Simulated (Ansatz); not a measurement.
Computed results, one entry a study.

```xyz
12
Lattice="-4.351 4.351 1.888 4.351 -4.351 1.888 4.351 4.351 -1.888" Properties=species:S:1:pos:R:3 pbc="T T T" subject="TiO2 (I4/m): band gap by G0W0 on LDA" method="DFT, LDA, plane waves, PAW; PAW set soft_1 (and 1 further level or step)" program="Ansatz 0.2.0" settings_of_one_run="cutoff 420 eV, 6×6×6 k-mesh, smearing width 0.02 eV, PAW set soft 1" cost="2 runs, 2.1 min in all on 1 × NVIDIA H100 80GB HBM3 (shared by 6 runs) with 3 threads of AMD EPYC 7R13 (Zen 3), shared host (the runs of this entry)" notes="The cell and positions are those that the Materials Project relaxed with its own functionals (PBE, PBE+U or r2SCAN), kept fixed. This is not the form that TiO2 usually takes at ambient conditions." lda_gap_over_mesh_and_path="1.527 eV, from k = (-0.500, 0.500, 0.500) to k = Γ" g0w0_lda_gap_over_all_14_irreducible_mesh_points="3.260 eV, from k = (-0.500, -0.500, -0.500) to k = Γ" gw_settings="4×4×4 mesh, 783 empty bands, screening to 180 eV, PAW set soft_1 files" known_limits="finite bands, screening cutoff and k mesh; no spin-orbit coupling in G0W0"
Ti    0.025    2.543    0.000
Ti    6.158    0.025    0.000
Ti   -1.807    4.326    1.888
Ti    4.326    1.807    1.888
O     1.312    4.341    0.000
O     2.962   -2.944    1.888
O     4.361    1.312    0.000
O     1.407    1.389    0.000
O     2.944    2.962    1.888
O    -0.010    3.039    1.888
O     1.389    7.295    0.000
O     3.039    0.010    1.888
```

[Paths, hosts, dates, memory and timing lines, banners, echoed tables and standing remarks are left out of the program output.]

[Logs are printed without paths, hosts, clocks, repeated set-up lines and the standing remarks that a program may print on its own settings, such as how far it seeks lower states.]

[Runs of the session that timed out or met a known fault of the program may be left out.]

[Cells called generated may have been cut or substituted from an entry of the Crystallography Open Database or the Materials Project.]

[Hosts, paths, dates, database ids (printed as entryN), source tags and the programs' standing remarks are cut or masked in the printed files.]
